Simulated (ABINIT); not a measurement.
# BiOCl (P4/nmm): Bethe-Salpeter spectra with ABINIT, part 2 of 3

Wanted: excitons and ε₂ of BiOCl (P4/nmm), with cost.

ABINIT 10.8.3; PBEsol and many-body steps on it, plane waves. Known limits of the many-body steps: not at the basis limit; no spin-orbit coupling; coarse k mesh; bindings not settled in the k mesh.

So far. Step 5 (Excitons): The lowest state lies at 3.651 eV, 0.419 eV under the direct gap. Step 6 (Triplet (no exchange term)): The lowest triplet lies at 3.624 eV; triplets are dark, so no spectrum is read.

## (7) Beyond Tamm-Dancoff

Level of this step: Bethe-Salpeter equation on PBEsol with a scissors shift, plane waves, norm-conserving pseudopotentials (ABINIT).

The input, run.abi:

```
acell 3*1.0 Angstrom
rprim 
  3.885510000000 0.000000000000 0.000000000000
  0.000000000000 3.885510000000 0.000000000000
  0.000000000000 0.000000000000 7.348900000000
ntypat 3
znucl 83 17 8
natom 6
typat 1 1 2 2 3 3
xred 
  0.500000000000 0.000000000000 0.329040000000
  0.000000000000 0.500000000000 0.670960000000
  0.000000000000 0.500000000000 0.147200000000
  0.500000000000 0.000000000000 0.852800000000
  0.000000000000 0.000000000000 0.500000000000
  0.500000000000 0.500000000000 0.500000000000
pp_dirpath "pseudos"
pseudos "Bi.upf, Cl.upf, O.upf"
ecut 42
ngkpt 4 4 2
nshiftk 1
shiftk 0 0 0
kptopt 1
chksymbreak 0
istwfk *1
occopt 1
irdwfk 1
optdriver 99
bs_calctype 1
mbpt_sciss 1.142 eV
bs_loband 30
nband 41
bs_exchange_term 1
bs_coulomb_term 11
bs_coupling 1
bs_algorithm 1
bs_freq_mesh 0 8 0.05 eV
zcut 0.15 eV
ecuteps 3.6
ecutwfn 21
inclvkb 2
irdscr 1
indata_prefix "in"
outdata_prefix "out"
tmpdata_prefix "tmp"
```

The run is started by

```console
$ OMP_NUM_THREADS=1 mpirun -n 4 abinit run.abi > log
```

Numbers of over 12 decimals in the logs are rounded to 6 here.

Log:

```text
.Version 10.8.3 of ABINIT. v10.8.2 released Aug 2026.

 Symmetries : space group P4/n m m (#129); Bravais tP (primitive tetrag.)
[... echo of the input left out ...]
== DATASET  1 ==================================================================
-   mpi_nproc: 4, omp_nthreads: 1 (-1 if OMP is not activated)

--- !DatasetInfo
iteration_state: {dtset: 1, }
dimensions: {natom: 6, nkpt: 12, mband: 41, nsppol: 1, nspinor: 1, nspden: 1, mpw: 3484, }
cutoff_energies: {ecut:  21.0, pawecutdg:  -1.0, }
electrons: {nelect:   7.20000000E+01, charge:   0.00000000E+00, occopt:   1.00000000E+00, tsmear:   1.00000000E-02, }

 Exciton: Calculation of dielectric properties by solving the Bethe-Salpeter equation
 in frequency domain and reciprocal space on a transitions basis set.
 Based on a program developed by L. Reining, V. Olevano, F. Sottile,
 S. Albrecht, and G. Onida. Incorporated in ABINIT by M. Giantomassi.

.Using double precision arithmetic ; gwpc =  8

[... cell and pseudopotentials left out ...]
--------------------------------------------------------------------------------

 ==== K-mesh for the wavefunctions ====
 Number of points in the irreducible wedge :    12
[... list of points left out ...]
 Together with 16 symmetry operations and time-reversal symmetry
 yields    32 points in the full Brillouin Zone.

 ==== Q-mesh for the screening function ====
 Number of points in the irreducible wedge :    12
[... list of points left out ...]
 Together with 16 symmetry operations and time-reversal symmetry
 yields    32 points in the full Brillouin Zone.

 vcoul_init : cutoff-mode = AUXILIARY_FUNCTION
 q-points for optical limit:   1
     1)      0.000010    0.000020    0.000030
 setmesh: FFT mesh size selected  =    24x   24x   45
[...]
q = (  0.000000  1.168603  0.000000) [r.l.u.]
 q = (  0.000000  0.000000  2.210250) [r.l.u.]
 q = (  1.168603  0.000000  0.000000) [r.l.u.]
 q = (  0.000000  1.168603  0.000000) [r.l.u.]
 q = (  0.000000  0.000000  2.210250) [r.l.u.]
 Number of electrons calculated from density =   71.9696; Expected =   72.0000
 average of density, n =  0.096125
 r_s =    1.3542
 omega_plasma =   29.9070 [eV]

. Writing resonant excitonic Hamiltonian on file out_BSR; file size=   0.01 [Gb].
. Writing coupling excitonic Hamiltonian on file out_BSC; file size=   0.01 [Gb].
. Direct diagonalization of the full excitonic Hamiltonian, Matrix size= 2240
. Using LAPACK sequential version to solve FHv = ev with H positive definite.
 First excitonic eigenvalue:    3.65 [eV].
 Last  excitonic eigenvalue:   10.95 [eV].

 GW  direct gap       4.07  0.00 [eV]
 EXC direct gap       3.65  0.00 [eV]
 EXC binding energy   0.42  0.00 [eV]

 Excitonic eigenvalues up to the GW energy gap [eV]
*** (  3.65  0.00)
*** (  3.67  0.00)
*** (  4.03  0.00)
*** (  4.05  0.00)
*** (  4.05  0.00)
*** (  4.05  0.00)

 Macroscopic dielectric function:
 omega [eV] <KS_RPA_nlf>  <GW_RPA_nlf>  <BSE>
   0.0000   5.0293   0.0000   4.2886   0.0000   4.6497  -0.0000
   0.0500   5.0297   0.0025   4.2888   0.0013   4.6500   0.0019
   0.1000   5.0309   0.0050   4.2895   0.0026   4.6510   0.0038
[...]
0.4000   5.0559   0.0202   4.3025   0.0105   4.6700   0.0153
   0.4500   5.0630   0.0228   4.3062   0.0118   4.6754   0.0173

 Writing KS-RPA macroscopic dielectric function without local fields to file: out_RPA_NLF_MDF
 Writing GW-RPA macroscopic dielectric function without local fields to file: out_GW_NLF_MDF
 Writing EXC Macroscopic dielectric function to file: out_EXC_MDF

== END DATASET(S) ==============================================================
================================================================================

 -outvars: echo values of variables after computation  --------
           etotal      0.0000000000E+00
            nband          41
             nkpt          12
          spgroup         129
 [... the other variables as echoed above ...]

 Calculation completed.
```

Run time: 2.5 min. Hardware: 4 MPI ranks of Intel Xeon Platinum 8488C (Sapphire Rapids), shared host; peak memory 0.92 GiB.

This step gave:

```yaml
direct_gap_of_the_transition_levels: 4.070 eV
transitions_in_the_window: 1120
lowest_state: 3.65 eV
binding_of_the_lowest_state_below_the_direct_gap: 0.4198 eV
coulomb_term_of_one_mesh_cell: 0.4432 eV
```

The binding is 0.95 times the screened Coulomb term of one mesh cell (0.44 eV), so it is not shown settled.

The lowest state lies at 3.650 eV, 0.420 eV under the direct gap.

## (8) Model screening

Changes to run.abi since step 7:

```diff
@@ -30,9 +30,9 @@
 mbpt_sciss 1.142 eV
-bs_loband 30
-nband 41
+bs_loband 26
+nband 43
 bs_exchange_term 1
-bs_coulomb_term 11
-bs_coupling 1
-bs_algorithm 1
-bs_freq_mesh 0 8 0.05 eV
+bs_coulomb_term 21
+bs_coupling 0
+bs_algorithm 2
+bs_freq_mesh 0 10 0.1 eV
 zcut 0.15 eV
@@ -41,3 +41,6 @@
 inclvkb 2
-irdscr 1
+mdf_epsinf 6.05
+irdden 1
+bs_haydock_niter 300
+bs_haydock_tol -0.02 0
 indata_prefix "in"
```

Log:

```text
.Version 10.8.3 of ABINIT. v10.8.2 released Aug 2026.

 Symmetries : space group P4/n m m (#129); Bravais tP (primitive tetrag.)
[... echo of the input left out ...]
== DATASET  1 ==================================================================
-   mpi_nproc: 4, omp_nthreads: 1 (-1 if OMP is not activated)

--- !DatasetInfo
iteration_state: {dtset: 1, }
dimensions: {natom: 6, nkpt: 12, mband: 43, nsppol: 1, nspinor: 1, nspden: 1, mpw: 3484, }
cutoff_energies: {ecut:  21.0, pawecutdg:  -1.0, }
[...]
0.1000   5.7811   0.0054   4.9443   0.0028   5.4357   0.0042
   0.2000   5.7864   0.0107   4.9471   0.0057   5.4399   0.0084
[...]
0.8000   5.8965   0.0455   5.0050   0.0236   5.5257   0.0352
   0.9000   5.9289   0.0521   5.0217   0.0268   5.5507   0.0401

== END DATASET(S) ==============================================================
================================================================================

 -outvars: echo values of variables after computation  --------
           etotal      0.0000000000E+00
            nband          43
             nkpt          12
          spgroup         129
 [... the other variables as echoed above ...]

 Calculation completed.
```

Elapsed: 5.5 min, on 4 MPI ranks; peak memory 0.84 GiB.

Numbers from this step:

```
direct gap of the transition levels : 4.070 eV
transitions in the window           : 2464
Coulomb term of one mesh cell       : 0.4432 eV
```

The ε₂ has structure finer than the step of the table below, so its rows give means over 0.5 eV, whole bins alone (the curve runs from 0 to 10 eV). Peaks (eV: height): BSE 4.50: 10.6, 5.10: 13.7, 5.90: 13.8; no electron-hole interaction 6.50: 12.7, 7.20: 11.3; Kohn-Sham, no shift 5.30: 12.5, 6.10: 11.2.

Mean over the three Cartesian directions of q; broadening 0.15 eV; transition window only. Limits: finite bands, cutoff and mesh; no spin-orbit coupling; coarse k mesh; exciton not shown settled in the k mesh. Table of ε₂ by photon energy; means over each step:

| photon energy (eV) | BSE | no electron-hole interaction | Kohn-Sham, no shift |
| --- | --- | --- | --- |
| 0.5 | 0.0215 | 0.0145 | 0.0276 |
| 1.0 | 0.0455 | 0.0302 | 0.0594 |
| 1.5 | 0.0756 | 0.0489 | 0.102 |
| 2.0 | 0.118 | 0.0730 | 0.171 |
| 2.5 | 0.186 | 0.107 | 0.343 |
| 3.0 | 0.326 | 0.162 | 0.945 |
| 3.5 | 0.874 | 0.280 | 2.64 |
| 4.0 | 2.39 | 0.754 | 5.37 |
| 4.5 | 7.87 | 1.76 | 9.13 |
| 5.0 | 11.2 | 4.84 | 10.9 |
| 5.5 | 11.2 | 7.99 | 11.3 |
| 6.0 | 11.7 | 10.6 | 10.5 |
| 6.5 | 9.05 | 11.7 | 8.72 |
| 7.0 | 6.47 | 10.3 | 5.74 |
| 7.5 | 3.70 | 9.70 | 4.13 |
| 8.0 | 2.75 | 6.29 | 3.32 |
| 8.5 | 2.29 | 4.45 | 2.17 |
| 9.0 | 2.26 | 3.76 | 1.60 |
| 9.5 | 2.46 | 2.36 | 1.66 |

## (9) Empty states on the mesh, 4×4×2 mesh, 54 bands

This step: DFT, PBEsol, plane waves, norm-conserving pseudopotentials.

Changes to run.abi since step 8:

```diff
@@ -21,26 +21,13 @@
 nshiftk 1
-shiftk 0 0 0
-kptopt 1
+shiftk 0.11 0.21 0.31
+kptopt 3
 chksymbreak 0
+iscf -2
+irdden 1
 istwfk *1
-occopt 1
-irdwfk 1
-optdriver 99
-bs_calctype 1
-mbpt_sciss 1.142 eV
-bs_loband 26
-nband 43
-bs_exchange_term 1
-bs_coulomb_term 21
-bs_coupling 0
-bs_algorithm 2
-bs_freq_mesh 0 10 0.1 eV
-zcut 0.15 eV
-ecuteps 3.6
-ecutwfn 21
-inclvkb 2
-mdf_epsinf 6.05
-irdden 1
-bs_haydock_niter 300
-bs_haydock_tol -0.02 0
+nband 54
+nbdbuf 4
+tolwfr 1e-09
+nstep 60
+prtvol 0
 indata_prefix "in"
```

Log:

```text
.Version 10.8.3 of ABINIT. v10.8.2 released Aug 2026.

 Symmetries : space group P4/n m m (#129); Bravais tP (primitive tetrag.)
[... echo of the input left out ...]
== DATASET  1 ==================================================================
-   mpi_nproc: 4, omp_nthreads: 1 (-1 if OMP is not activated)

--- !DatasetInfo
iteration_state: {dtset: 1, }
dimensions: {natom: 6, nkpt: 32, mband: 54, nsppol: 1, nspinor: 1, nspden: 1, mpw: 9754, }
cutoff_energies: {ecut:  42.0, pawecutdg:  -1.0, }
[...]
0.17527    0.17691    0.18554    0.18964    0.32509    0.34696    0.40470    0.40885
   0.46657    0.47444    0.48808    0.54485    0.56291    0.60405    0.64434    0.65228
   0.66699    0.70481    0.71628    0.72061    0.73723    0.76770
 prteigrs : prtvol=0 or 1, do not print more k-points.

== END DATASET(S) ==============================================================
================================================================================

 -outvars: echo values of variables after computation  --------
            nband          54
             nkpt          32
          spgroup         129
 [... the other variables as echoed above ...]

 Calculation completed.
```

Wall time 2 min (4 MPI ranks); peak memory 0.62 GiB.

Numbers from this step:

```yaml
gap: 2.788 eV
k_of_the_valence_top: 0.0275, -0.4475, -0.345
k_of_the_conduction_bottom: 0.0275, 0.0525, -0.345
least_direct_gap: 3.182 eV
k_points_computed: 32
lowest_point_of_the_top_converged_band_above_the_valence_top: 12.65 eV
```

On this mesh the gap is 2.788 eV.

## (10) Shifted k mesh (4×4×2)

This step: Bethe-Salpeter equation on PBEsol with a scissors shift, plane waves, norm-conserving pseudopotentials.

Changes to run.abi since step 9:

```diff
@@ -24,10 +24,23 @@
 chksymbreak 0
-iscf -2
+istwfk *1
+occopt 1
+irdwfk 1
+optdriver 99
+bs_calctype 1
+mbpt_sciss 1.142 eV
+bs_loband 25
+nband 43
+bs_exchange_term 1
+bs_coulomb_term 21
+bs_coupling 0
+bs_algorithm 2
+bs_freq_mesh 0 10 0.1 eV
+zcut 0.15 eV
+ecuteps 3
+ecutwfn 21
+inclvkb 2
+mdf_epsinf 6.05
 irdden 1
-istwfk *1
-nband 54
-nbdbuf 4
-tolwfr 1e-09
-nstep 60
-prtvol 0
+bs_haydock_niter 300
+bs_haydock_tol -0.02 0
 indata_prefix "in"
```

Log:

```text
.Version 10.8.3 of ABINIT. v10.8.2 released Aug 2026.

 Symmetries : space group P4/n m m (#129); Bravais tP (primitive tetrag.)
[... echo of the input left out ...]
== DATASET  1 ==================================================================
-   mpi_nproc: 4, omp_nthreads: 1 (-1 if OMP is not activated)

--- !DatasetInfo
iteration_state: {dtset: 1, }
dimensions: {natom: 6, nkpt: 32, mband: 43, nsppol: 1, nspinor: 1, nspden: 1, mpw: 3458, }
cutoff_energies: {ecut:  21.0, pawecutdg:  -1.0, }
[...]
0.1000   5.7456   0.0050   4.9302   0.0027   5.5034   0.0043
   0.2000   5.7506   0.0101   4.9329   0.0055   5.5077   0.0085
[...]
0.8000   5.8538   0.0425   4.9883   0.0226   5.5945   0.0356
   0.9000   5.8840   0.0486   5.0043   0.0256   5.6198   0.0406

== END DATASET(S) ==============================================================
================================================================================

 -outvars: echo values of variables after computation  --------
           etotal      0.0000000000E+00
            nband          43
             nkpt          32
          spgroup         129
 [... the other variables as echoed above ...]

 Calculation completed.
```

The job ended after 4.9 min (4 MPI ranks; peak memory 1.7 GiB).

This step gave:

```yaml
direct_gap_of_the_transition_levels: 4.324 eV
transitions_in_the_window: 2688
coulomb_term_of_one_mesh_cell: 0.4432 eV
```

Mean over the three Cartesian directions of q; broadening 0.15 eV; transition window only. Limits: finite bands, cutoff and mesh; no spin-orbit coupling; coarse k mesh; exciton not shown settled in the k mesh. The ε₂ by photon energy; read off at these points:

| photon energy (eV) | BSE | no electron-hole interaction | Kohn-Sham, no shift |
| --- | --- | --- | --- |
| 0.00 | 0 | 0 | 0 |
| 0.30 | 0.0129 | 0.00823 | 0.0152 |
| 0.50 | 0.0216 | 0.0138 | 0.0257 |
| 0.80 | 0.0356 | 0.0226 | 0.0425 |
| 1.10 | 0.0511 | 0.032 | 0.0615 |
| 1.40 | 0.0689 | 0.0425 | 0.0840 |
| 1.60 | 0.0826 | 0.0502 | 0.102 |
| 1.90 | 0.107 | 0.0635 | 0.135 |
| 2.20 | 0.138 | 0.0792 | 0.180 |
| 2.40 | 0.165 | 0.0918 | 0.222 |
| 2.70 | 0.217 | 0.115 | 0.319 |
| 3.00 | 0.295 | 0.145 | 0.550 |
| 3.20 | 0.372 | 0.171 | 0.892 |
| 3.50 | 0.571 | 0.224 | 1.36 |
| 3.80 | 1.15 | 0.312 | 3.48 |
| 4.10 | 1.91 | 0.507 | 6.14 |
| 4.30 | 3.82 | 0.851 | 8.39 |
| 4.60 | 11.1 | 1.21 | 10.1 |
| 4.90 | 13.8 | 3.12 | 11.2 |
| 5.10 | 15.3 | 4.83 | 11.8 |
| 5.40 | 11.7 | 7.81 | 12.6 |
| 5.70 | 11.2 | 10.2 | 9.87 |
| 5.90 | 13.0 | 10.9 | 9.69 |
| 6.20 | 9.22 | 11.5 | 9.62 |
| 6.50 | 7.91 | 12.9 | 8.25 |
| 6.80 | 6.92 | 10.1 | 7.13 |
| 7.00 | 5.86 | 9.71 | 6.16 |
| 7.30 | 4.44 | 9.62 | 4.96 |
| 7.60 | 3.38 | 8.49 | 4.34 |
| 7.80 | 3.01 | 7.68 | 3.70 |
| 8.10 | 2.62 | 6.46 | 3.02 |
| 8.40 | 2.31 | 5.06 | 2.71 |
| 8.60 | 2.05 | 4.60 | 2.20 |
| 8.90 | 2.40 | 3.84 | 1.95 |
| 9.20 | 2.14 | 3.08 | 1.84 |
| 9.50 | 2.18 | 2.77 | 1.86 |
| 9.70 | 2.34 | 2.31 | 1.73 |
| 10.00 | 1.86 | 1.95 | 1.54 |

## (11) Empty states on the mesh, 6×6×4 mesh, 54 bands

This step: DFT, PBEsol, plane waves, norm-conserving pseudopotentials.

Changes to run.abi since step 10:

```diff
@@ -19,3 +19,3 @@
 ecut 42
-ngkpt 4 4 2
+ngkpt 6 6 4
 nshiftk 1
@@ -24,23 +24,10 @@
 chksymbreak 0
+iscf -2
+irdden 1
 istwfk *1
-occopt 1
-irdwfk 1
-optdriver 99
-bs_calctype 1
-mbpt_sciss 1.142 eV
-bs_loband 25
-nband 43
-bs_exchange_term 1
-bs_coulomb_term 21
-bs_coupling 0
-bs_algorithm 2
-bs_freq_mesh 0 10 0.1 eV
-zcut 0.15 eV
-ecuteps 3
-ecutwfn 21
-inclvkb 2
-mdf_epsinf 6.05
-irdden 1
-bs_haydock_niter 300
-bs_haydock_tol -0.02 0
+nband 54
+nbdbuf 4
+tolwfr 1e-09
+nstep 60
+prtvol 0
 indata_prefix "in"
```

Log:

```text
.Version 10.8.3 of ABINIT. v10.8.2 released Aug 2026.

 Symmetries : space group P4/n m m (#129); Bravais tP (primitive tetrag.)
[... echo of the input left out ...]
== DATASET  1 ==================================================================
-   mpi_nproc: 4, omp_nthreads: 1 (-1 if OMP is not activated)

--- !DatasetInfo
iteration_state: {dtset: 1, }
dimensions: {natom: 6, nkpt: 144, mband: 54, nsppol: 1, nspinor: 1, nspden: 1, mpw: 9762, }
cutoff_energies: {ecut:  42.0, pawecutdg:  -1.0, }
[...]
0.17455    0.17511    0.18034    0.18635    0.32593    0.35034    0.40620    0.40833
   0.46971    0.47708    0.48434    0.54612    0.55634    0.59426    0.64906    0.65268
   0.66605    0.71490    0.71687    0.72354    0.73126    0.75857
 prteigrs : prtvol=0 or 1, do not print more k-points.

== END DATASET(S) ==============================================================
================================================================================

 -outvars: echo values of variables after computation  --------
            nband          54
             nkpt         144
          spgroup         129
 [... the other variables as echoed above ...]

 Calculation completed.
```

It took 7.8 min on 4 MPI ranks; peak memory 1.5 GiB.

This step gave:

- gap: 2.638 eV
- k of the valence top: 0.0183, 0.3683, -0.4225
- k of the conduction bottom: 0.0183, 0.035, -0.4225
- least direct gap: 2.993 eV
- k points computed: 144
- lowest point of the top converged band, above the valence top: 12.52 eV

On this mesh the gap is 2.638 eV.

## (12) Denser, shifted k mesh (6×6×4)

This step: Bethe-Salpeter equation on PBEsol with a scissors shift, plane waves, norm-conserving pseudopotentials.

Changes to run.abi since step 11:

```diff
@@ -24,10 +24,23 @@
 chksymbreak 0
-iscf -2
+istwfk *1
+occopt 1
+irdwfk 1
+optdriver 99
+bs_calctype 1
+mbpt_sciss 1.142 eV
+bs_loband 31
+nband 43
+bs_exchange_term 1
+bs_coulomb_term 21
+bs_coupling 0
+bs_algorithm 2
+bs_freq_mesh 0 10 0.1 eV
+zcut 0.15 eV
+ecuteps 3
+ecutwfn 21
+inclvkb 2
+mdf_epsinf 6.05
 irdden 1
-istwfk *1
-nband 54
-nbdbuf 4
-tolwfr 1e-09
-nstep 60
-prtvol 0
+bs_haydock_niter 300
+bs_haydock_tol -0.02 0
 indata_prefix "in"
```

Log:

```text
.Version 10.8.3 of ABINIT. v10.8.2 released Aug 2026.

 Symmetries : space group P4/n m m (#129); Bravais tP (primitive tetrag.)
[... echo of the input left out ...]
== DATASET  1 ==================================================================
-   mpi_nproc: 4, omp_nthreads: 1 (-1 if OMP is not activated)

--- !DatasetInfo
iteration_state: {dtset: 1, }
dimensions: {natom: 6, nkpt: 144, mband: 43, nsppol: 1, nspinor: 1, nspden: 1, mpw: 3466, }
cutoff_energies: {ecut:  21.0, pawecutdg:  -1.0, }
[...]
0.1000   5.0824   0.0047   4.3539   0.0025   4.8090   0.0037
   0.2000   5.0870   0.0094   4.3564   0.0050   4.8127   0.0075
[...]
0.8000   5.1826   0.0394   4.4071   0.0207   4.8886   0.0311
   0.9000   5.2107   0.0451   4.4218   0.0235   4.9107   0.0355

== END DATASET(S) ==============================================================
================================================================================

 -outvars: echo values of variables after computation  --------
           etotal      0.0000000000E+00
            nband          43
             nkpt         144
          spgroup         129
 [... the other variables as echoed above ...]

 Calculation completed.
```

The job ended after 25 min (4 MPI ranks; peak memory 6.4 GiB; 1.7 h of CPU time).

Numbers from this step:

| Item | Value |
| --- | --- |
| direct gap of the transition levels | 4.136 eV |
| transitions in the window | 6048 |
| Coulomb term of one mesh cell | 0.2684 eV |

Mean over the three Cartesian directions of q; broadening 0.15 eV; transition window only. Limits: finite bands, cutoff and mesh; no spin-orbit coupling; exciton not shown settled in the k mesh. Table of ε₂ by photon energy; read off at these points:

| photon energy (eV) | BSE | no electron-hole interaction | Kohn-Sham, no shift |
| --- | --- | --- | --- |
| 0.000 | 0 | 0 | 0 |
| 0.250 | 0.00935 | 0.00627 | 0.0117 |
| 0.500 | 0.0189 | 0.0126 | 0.0238 |
| 0.750 | 0.0290 | 0.0193 | 0.0368 |
| 1.000 | 0.04 | 0.0264 | 0.0510 |
| 1.250 | 0.0522 | 0.0340 | 0.0672 |
| 1.500 | 0.066 | 0.0425 | 0.0862 |
| 1.750 | 0.0823 | 0.0520 | 0.110 |
| 2.000 | 0.102 | 0.063 | 0.139 |
| 2.250 | 0.126 | 0.0760 | 0.179 |
| 2.500 | 0.157 | 0.0914 | 0.235 |
| 2.750 | 0.198 | 0.111 | 0.334 |
| 3.000 | 0.255 | 0.135 | 0.545 |
| 3.250 | 0.340 | 0.167 | 0.790 |
| 3.500 | 0.482 | 0.211 | 1.39 |
| 3.750 | 0.815 | 0.281 | 2.77 |
| 4.000 | 1.33 | 0.415 | 5.20 |
| 4.250 | 2.46 | 0.644 | 7.78 |
| 4.500 | 5.58 | 1.00 | 10.4 |
| 4.750 | 12.5 | 1.82 | 10.5 |
| 5.000 | 15.0 | 3.85 | 11.5 |
| 5.100 | 15.4 | 4.86 | 11.7 |
| 5.250 | 12.9 | 6.00 | 11.8 |
| 5.300 | 12.0 | 6.40 | 12.0 |
| 5.500 | 10.3 | 9.55 | 11.2 |
| 5.750 | 9.99 | 10.3 | 9.27 |
| 6.000 | 10.7 | 10.8 | 8.43 |
| 6.250 | 8.51 | 11.7 | 8.60 |
| 6.500 | 6.68 | 12.0 | 7.69 |
| 6.750 | 6.10 | 10.4 | 6.09 |
| 7.000 | 5.37 | 8.74 | 4.17 |
| 7.250 | 4.06 | 8.49 | 3.05 |
| 7.500 | 3.03 | 8.49 | 2.39 |
| 7.750 | 2.30 | 7.09 | 1.65 |
| 8.000 | 1.95 | 5.18 | 1.11 |
| 8.250 | 2.10 | 3.60 | 0.743 |
| 8.500 | 2.40 | 2.77 | 0.536 |
| 8.750 | 1.96 | 2.05 | 0.473 |
| 9.000 | 1.24 | 1.42 | 0.460 |
| 9.250 | 0.697 | 0.920 | 0.491 |
| 9.500 | 0.513 | 0.655 | 0.534 |
| 9.750 | 0.491 | 0.490 | 0.661 |
| 10.000 | 0.506 | 0.472 | 0.683 |

[end of part 2 of 3]

[Paths, hosts, dates, memory and timing lines, banners, echoed tables and standing remarks are left out of the program output.]

[Logs are printed without paths, hosts, clocks, repeated set-up lines and the standing remarks that a program may print on its own settings, such as how far it seeks lower states.]

[Runs of the session that timed out or met a known fault of the program may be left out.]

[No measured gap is set beside runs whose start may be inverted or whose files or cutoffs have a known fault.]

[Hosts, paths, dates, database ids (printed as entryN), source tags and the programs' standing remarks are cut or masked in the printed files.]

[G0W0 gaps are taken among the corrected bands and points alone; a level outside them can change the order at an edge.]

[Where Ansatz stands beside ABINIT at settings called matched, ABINIT's density can come from a denser mesh and the files from another edition; pairs whose starting gaps differed by over 0.03 eV were left out, so agreement reads better than it is.]
